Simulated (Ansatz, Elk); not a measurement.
# How far do independent atoms describe LuVGe2?

Structure refinements treat a crystal as free atoms side by side. For a made-up structure of LuVGe2 (cell and positions from a PBE relaxation) the runs below show what the calculated density changes in F(hkl).

Calculated with Elk 11.2.3 (patched build); DFT, PBE, all-electron APW+lo, Dirac cores, scalar-relativistic bands, static density, ferromagnetic start.

The structure was built from a prototype and need not be the compound's stable phase.

## (1) Starting point

Symmetry: Cmcm, No. 63, orthorhombic system. The conventional cell has a = 3.927 Å, b = 20.282 Å, c = 3.843 Å, α = 90.00°, β = 90.00°, γ = 90.00°. Nearest to Lu lie 6 Ge at 2.91 to 3.25 Å and 4 V at 3.15 Å. Ge has 1 V at 2.51 Å and 2 Ge at 2.52 Å and 6 Lu at 2.91 to 3.25 Å nearest. Nearest to Ge lie 4 V at 2.61 to 2.62 Å and 4 Ge at 2.75 Å. Nearest to V lie 5 Ge at 2.51 to 2.62 Å and 4 Lu at 3.15 Å. Farther neighbours are not listed.

## (2) Ground state and structure factors

An all-electron density is needed, since X-rays see the cores too. Task 0 finds the density and task 195 Fourier-transforms it; tshift is off so that phases refer to the origin typed.

Contents of elk.in:

```
tasks
  0
  195
  196

xctype
  20

spinpol
  .true.

rgkmax
  7.0

gmaxvr
  14.0

lmaxo
  7

lmaxapw
  8

swidth
  0.002

tshift
  .false.

ramdisk
  .false.

hmaxvr
  5.5

maxscl
  120

epspot
  1e-06

reducebf
  0.8

sppath
  './'

avec
  3.71078601309 -19.16327687885 0.00000000000
  3.71078601309 19.16327687885 0.00000000000
  0.00000000000 0.00000000000 7.26252644821

atoms
  3
  'Lu.in'
  2
  0.9123170045 0.0876829955 0.7500000000   0.000000 0.000000 0.000000
  0.0876829955 0.9123170045 0.2500000000   0.000000 0.000000 0.000000
  'Ge.in'
  4
  0.5401495825 0.4598504175 0.7500000000   0.000000 0.000000 0.000000
  0.4598504175 0.5401495825 0.2500000000   0.000000 0.000000 0.000000
  0.2489225993 0.7510774007 0.7500000000   0.000000 0.000000 0.000000
  0.7510774007 0.2489225993 0.2500000000   0.000000 0.000000 0.000000
  'V.in'
  2
  0.6636676069 0.3363323931 0.7500000000   0.000000 0.000000 -0.060000
  0.3363323931 0.6636676069 0.2500000000   0.000000 0.000000 -0.060000

ngridk
  5 5 5
```

On the command line:

```sh
> OMP_NUM_THREADS=4 elk
```

Numbers of over 12 decimals in the logs are rounded to 6 here.

Log:

```text
┌─────────────────────────┐
│ Elk code version 11.2.3 │
└─────────────────────────┘

All units are atomic (Hartree, Bohr, etc.)

┌─────────────────────────────────────────────────┐
│ Ground-state run starting from atomic densities │
└─────────────────────────────────────────────────┘

Lattice vectors :
   3.710786013      -19.16327688       0.000000000
   3.710786013       19.16327688       0.000000000
   0.000000000       0.000000000       7.262526448

Reciprocal lattice vectors :
  0.8466111068     -0.1639381758       0.000000000
  0.8466111068      0.1639381758      -0.000000000
  -0.000000000       0.000000000      0.8651514527

Unit cell volume      :    1032.888419
Brillouin zone volume :   0.2401519940

Muffin-tin inner radius fraction :   0.1000000000E-01

Nuclei treated as point charges

Species : 1 (Lu)
 parameters loaded from : Lu.in
 name : lutetium
 nuclear charge    :   -71.00000000
 electronic charge :    71.00000000
 atomic mass :    318945.3298
 muffin-tin radius :    2.800000000
 number of radial points in muffin-tin :   1393
 inner part over the whole radius :   0.9962478555E-02
 number on inner part of muffin-tin    :    999
 approximate nuclear radius :   0.9954169502E-04
 number of mesh points to nuclear radius :    517
 atomic positions (lattice), magnetic fields (Cartesian) :
  1 :  -0.08768300  0.08768300 -0.25000000    0.00000000  0.00000000  0.00000000
  2 :   0.08768300 -0.08768300  0.25000000    0.00000000  0.00000000  0.00000000

Species : 2 (Ge)
 parameters loaded from : Ge.in
 name : germanium
 nuclear charge    :   -32.00000000
 electronic charge :    32.00000000
 atomic mass :    132414.6196
 muffin-tin radius :    2.342010101
 number of radial points in muffin-tin :    993
 inner part over the whole radius :   0.9977971869E-02
 number on inner part of muffin-tin    :    702
 approximate nuclear radius :   0.7637961215E-04
 number of mesh points to nuclear radius :    341
 atomic positions (lattice), magnetic fields (Cartesian) :
  1 :  -0.45985042  0.45985042 -0.25000000    0.00000000  0.00000000  0.00000000
  2 :   0.45985042 -0.45985042  0.25000000    0.00000000  0.00000000  0.00000000
  3 :   0.24892260 -0.24892260 -0.25000000    0.00000000  0.00000000  0.00000000
  4 :  -0.24892260  0.24892260  0.25000000    0.00000000  0.00000000  0.00000000

Species : 3 (V)
 parameters loaded from : V.in
 name : vanadium
 nuclear charge    :   -23.00000000
 electronic charge :    23.00000000
 atomic mass :    92860.67382
 muffin-tin radius :    2.342010101
 number of radial points in muffin-tin :    993
 inner part over the whole radius :   0.9992338088E-02
 number on inner part of muffin-tin    :    699
 approximate nuclear radius :   0.6897515165E-04
 number of mesh points to nuclear radius :    327
 atomic positions (lattice), magnetic fields (Cartesian) :
  1 :  -0.33633239  0.33633239 -0.25000000    0.00000000  0.00000000 -0.06000000
  2 :   0.33633239 -0.33633239  0.25000000    0.00000000  0.00000000 -0.06000000

Total number of atoms per unit cell :    8
Total muffin-tin volume :    506.7586301
 ratio of muffin-tin to unit cell volume :   0.4906228211

Spin treatment :
 spin-polarised
 global magnetic field (Cartesian) :    0.000000000       0.000000000       0.000000000
 collinear magnetisation in z-direction

Number of Bravais lattice symmetries :    8
Number of crystal symmetries         :    8
Crystal has inversion symmetry
Real symmetric eigensolver will be used

k-point grid :      5     5     5
k-point offset :    0.000000000       0.000000000       0.000000000
k-point set is reduced with full crystal symmetry group
Total number of k-points :       27

Muffin-tin radius times maximum |G+k| :    7.000000000
 using average radius
Maximum |G+k| for APW functions       :    2.849573952
Maximum (1/2)|G+k|²                   :    4.060035853
Maximum |G| for potential and density :    14.00000000
Constant for pseudocharge density :   10
 order of it for each species :   17  17  17
[...]
Absolute change in total energy (target)   :    2.152179017     (  0.1000000000E-03)

[... loops 3 to 21 left out ...]

┌──────────────────┐
│ Loop number : 22 │
└──────────────────┘

Energies :
 Fermi                       :     0.284213
 sum of occupied eigenvalues :     -23758.565366812
 electron kinetic            :      43001.871394701
 core electron kinetic       :      41223.099965618
 Coulomb                     :     -81444.515639190
 Coulomb potential           :     -65436.540617880
 nuclear-nuclear             :     -3874.5716087109
 electron-nuclear            :     -89788.976750464
 Hartree                     :      12219.032719985
 Madelung                    :     -48726.245330249
 xc potential                :     -1323.8110580393
 xc effective B-field        :    -0.85082729051056E-01
 external B-field            :      0.000000
 exchange                    :     -997.85908233738
 correlation                 :     -16.842064673412
 electron entropic           :    -0.16795937156680E-02
 total energy                :     -39457.347071093
 (external B-field energy excluded from total)

Density of states at Fermi energy :    129.6729774
 (states/Hartree/unit cell)

Estimated indirect band gap :   0.9022464446E-04
 from k-point 6 to k-point 3
Estimated direct band gap   :   0.2180076180E-02
 at k-point 9

Charges :
 core                        :    184.0000000
 valence                     :    132.0000000
 interstitial                :    12.59185856
 muffin-tins (core leakage)
  species : 1 (Lu)
[...]
species : 2 (Ge)
[...]
species : 3 (V)
[...]
total in muffin-tins        :    303.4081414
 total calculated charge     :    315.9976436
 total charge                :    316.0000000
 error                       :   0.2356415890E-02

Moments :
 interstitial                :   0.4868944715
 muffin-tins
  species : 1 (Lu)
[...]
species : 2 (Ge)
[...]
species : 3 (V)
[...]
total in muffin-tins        :    2.633413653
 total moment                :    3.120308124

RMS change in Kohn-Sham potential (target) :   0.7796639948E-06 (  0.1000000000E-05)
Absolute change in total energy (target)   :   0.1211051858E-04 (  0.1000000000E-03)

Convergence targets achieved

┌──────────────────┐
│ Loop number : 23 │
└──────────────────┘

Energies :
 Fermi                       :     0.284213
 sum of occupied eigenvalues :     -23758.565394331
 electron kinetic            :      43001.871335293
 core electron kinetic       :      41223.099944227
 Coulomb                     :     -81444.515620560
 Coulomb potential           :     -65436.540560796
 nuclear-nuclear             :     -3874.5716087109
 electron-nuclear            :     -89788.976767647
 Hartree                     :      12219.032755797
 Madelung                    :     -48726.245340162
 xc potential                :     -1323.8110843236
 xc effective B-field        :    -0.85080042431314E-01
 external B-field            :      0.000000
 exchange                    :     -997.85907691516
 correlation                 :     -16.842064909044
 electron entropic           :    -0.16795908187945E-02
 total energy                :     -39457.347106682
 (external B-field energy excluded from total)

Density of states at Fermi energy :    129.6723829
 (states/Hartree/unit cell)

Estimated indirect band gap :   0.8971684592E-04
 from k-point 6 to k-point 3
Estimated direct band gap   :   0.2180165580E-02
 at k-point 9

Charges :
 core                        :    184.0000000
 valence                     :    132.0000000
 interstitial                :    12.59186239
 muffin-tins (core leakage)
  species : 1 (Lu)
[...]
species : 2 (Ge)
[...]
atom 4                    :    30.45858748     (  0.4683306015E-03)
  species : 3 (V)
   atom 1                    :    21.42740417     ( -0.2206805654E-06)
   atom 2                    :    21.42740417     ( -0.2206805654E-06)
 total in muffin-tins        :    303.4081376
 total calculated charge     :    315.9976436
 total charge                :    316.0000000
 error                       :   0.2356415484E-02

Moments :
 interstitial                :   0.4868970504
 muffin-tins
  species : 1 (Lu)
[...]
species : 2 (Ge)
[...]
atom 4                    :  -0.2364008838E-01
  species : 3 (V)
   atom 1                    :    1.310149469
   atom 2                    :    1.310149469
 total in muffin-tins        :    2.633376881
 total moment                :    3.120273932

┌──────────────────────────────┐
│ Self-consistent loop stopped │
└──────────────────────────────┘

Warning : core states of species 2 leak from the muffin-tin :   0.4731722104E-03

Wrote STATE.OUT
```

Wall time 16 min (4 threads of Arm Neoverse V2, shared host); peak memory 0.94 GiB; 59 min of CPU time.

SFACRHO.OUT:

```text

h k l indices transformed by vhmat matrix:
   1.000000000       0.000000000       0.000000000    
   0.000000000       1.000000000       0.000000000    
   0.000000000       0.000000000       1.000000000    

      h      k      l  multipl.   |H|            Re(F)            Im(F)           |F|

      0      0      0      1   0.0000000       316.00000      0.16499162E-15   316.00000    
     -1      1      0      2  0.32787635       34.426394     -0.25084861E-13   34.426394    
     -2      2      0      2  0.65575270      -11.683096      0.48377946E-13   11.683096    
      0      1      0      4  0.86233757       35.451746     -0.53753274E-14   35.451746    
      0      0     -1      2  0.86515145      0.76882596E-13  -0.0000000      0.76882596E-13
      1     -1     -1      2  0.92519724       52.480943      0.89588789E-14   52.480943    
     -1      1     -1      2  0.92519724      -52.480943      0.35835516E-14   52.480943    
     -1      2      0      4  0.97909749      -14.001786     -0.70551172E-14   14.001786    
     -3      3      0      2  0.98362905      -140.29001     -0.18589674E-13   140.29001    
     -2      2     -1      2   1.0855868      -86.562856      -0.0000000       86.562856    
     -2      2      1      2   1.0855868       86.562856      -0.0000000       86.562856    
     -2      3      0      4   1.1784072      -142.98019      0.28668413E-13   142.98019    
      1      0      1      4   1.2215208      -54.459777     -0.41210843E-13   54.459777    
      1      0     -1      4   1.2215208       54.459777      0.39419067E-13   54.459777    
     -1      2      1      4   1.3065676       208.44581     -0.14334206E-13   208.44581    
     -2      1     -1      4   1.3065676      -208.44581     -0.46586171E-13   208.44581    
     -3      3     -1      2   1.3099669       69.240467      0.35835516E-14   69.240467    
     -3      3      1      2   1.3099669      -69.240467     -0.35835516E-14   69.240467
```

Elk indexes on the primitive cell of elk.in and gives |H| = 4π sin θ/λ in inverse bohr. Below, one row stands for each form hkl of the conventional cell (m members, Friedel mates merged), F is for one primitive cell and the density is static (no thermal factor). Free-atom factors are Waasmaier and Kirfel's, and R is Σm||F|−|F'||/Σm|F|.

| hkl | m | sin θ/λ (Å⁻¹) | abs F, DFT | neutral atoms | diff. |
| --- | --- | --- | --- | --- | --- |
| 020 | 2 | 0.049 | 34.426 | 34.495 | -0.069 |
| 040 | 2 | 0.099 | 11.683 | 11.559 | +0.124 |
| 110 | 4 | 0.130 | 35.452 | 35.965 | -0.514 |
| 001 | 2 | 0.130 | 0.000 | 0.000 | +0.000 |
| 021 | 4 | 0.139 | 52.481 | 53.062 | -0.582 |
| 130 | 4 | 0.147 | 14.002 | 14.231 | -0.229 |
| 060 | 2 | 0.148 | 140.290 | 140.199 | +0.091 |
| 041 | 4 | 0.163 | 86.563 | 86.788 | -0.225 |
| 150 | 4 | 0.177 | 142.980 | 143.218 | -0.238 |
| 111 | 8 | 0.184 | 54.460 | 54.828 | -0.368 |
| 131 | 8 | 0.197 | 208.446 | 208.846 | -0.400 |
| 061 | 4 | 0.197 | 69.240 | 69.168 | +0.072 |
| 080 | 2 | 0.197 | 19.588 | 19.613 | -0.025 |
| 170 | 4 | 0.214 | 101.646 | 102.148 | -0.502 |

## (3) The magnetisation density

The same run holds the spin density, and task 196 transforms it. The order is that of the start, and no other was tried.

SFACMAG_1.OUT:

```text

h k l indices transformed by vhmat matrix:
   1.000000000       0.000000000       0.000000000    
   0.000000000       1.000000000       0.000000000    
   0.000000000       0.000000000       1.000000000    

      h      k      l  multipl.   |H|            Re(F)            Im(F)           |F|

      0      0      0      1   0.0000000       3.1202740      0.34969246E-17   3.1202740    
     -1      1      0      2  0.32787635      -1.3664768      -0.0000000       1.3664768    
     -2      2      0      2  0.65575270      -1.5648974      -0.0000000       1.5648974    
      0      1      0      4  0.86233757      -1.0029565     -0.11198599E-15   1.0029565    
      0      0     -1      2  0.86515145      0.46680724E-15  -0.0000000      0.46680724E-15
      1     -1     -1      2  0.92519724      -1.7820664      0.55992993E-16   1.7820664    
     -1      1     -1      2  0.92519724       1.7820664      0.55992993E-16   1.7820664    
     -1      2      0      4  0.97909749       1.9857689      0.27996497E-16   1.9857689    
     -3      3      0      2  0.98362905       2.3020519      0.83989490E-16   2.3020519    
     -2      2     -1      2   1.0855868      -1.5773056     -0.16797898E-15   1.5773056    
     -2      2      1      2   1.0855868       1.5773056      0.22397197E-15   1.5773056    
     -2      3      0      4   1.1784072     -0.81652795     -0.11198599E-15  0.81652795    
      1      0      1      4   1.2215208      -1.4795517     -0.55992993E-16   1.4795517    
      1      0     -1      4   1.2215208       1.4795517      0.55992993E-16   1.4795517    
     -1      2      1      4   1.3065676      0.69684252E-01  -0.0000000      0.69684252E-01
     -2      1     -1      4   1.3065676     -0.69684252E-01 -0.11198599E-15  0.69684252E-01
```

The total moment is 3.12 μB a cell; sphere moments: Lu1 +0.04, Lu2 +0.04, Ge3 -0.01, Ge4 -0.01, Ge5 -0.02, Ge6 -0.02, V7 +1.31, V8 +1.31 μB. Polarised neutrons measure spin and orbital magnetisation together; without spin-orbit coupling the run gives the spin part:

| hkl | sin θ/λ (Å⁻¹) | abs F_M (μB) |
| --- | --- | --- |
| 020 | 0.049 | 1.367 |
| 040 | 0.099 | 1.565 |
| 110 | 0.130 | 1.003 |
| 001 | 0.130 | 0.000 |
| 021 | 0.139 | 1.782 |
| 130 | 0.147 | 1.986 |
| 060 | 0.148 | 2.302 |
| 041 | 0.163 | 1.577 |
| 150 | 0.177 | 0.817 |
| 111 | 0.184 | 1.480 |
| 131 | 0.197 | 0.070 |
| 061 | 0.197 | 0.149 |
| 080 | 0.197 | 0.480 |
| 170 | 0.214 | 0.801 |

[end of part 1 of 2]

[Logs are printed without paths, hosts, clocks, repeated set-up lines and the standing remarks that a program may print on its own settings, such as how far it seeks lower states.]

[Hosts, paths, dates, database ids (printed as entryN), source tags and the programs' standing remarks are cut or masked in the printed files.]
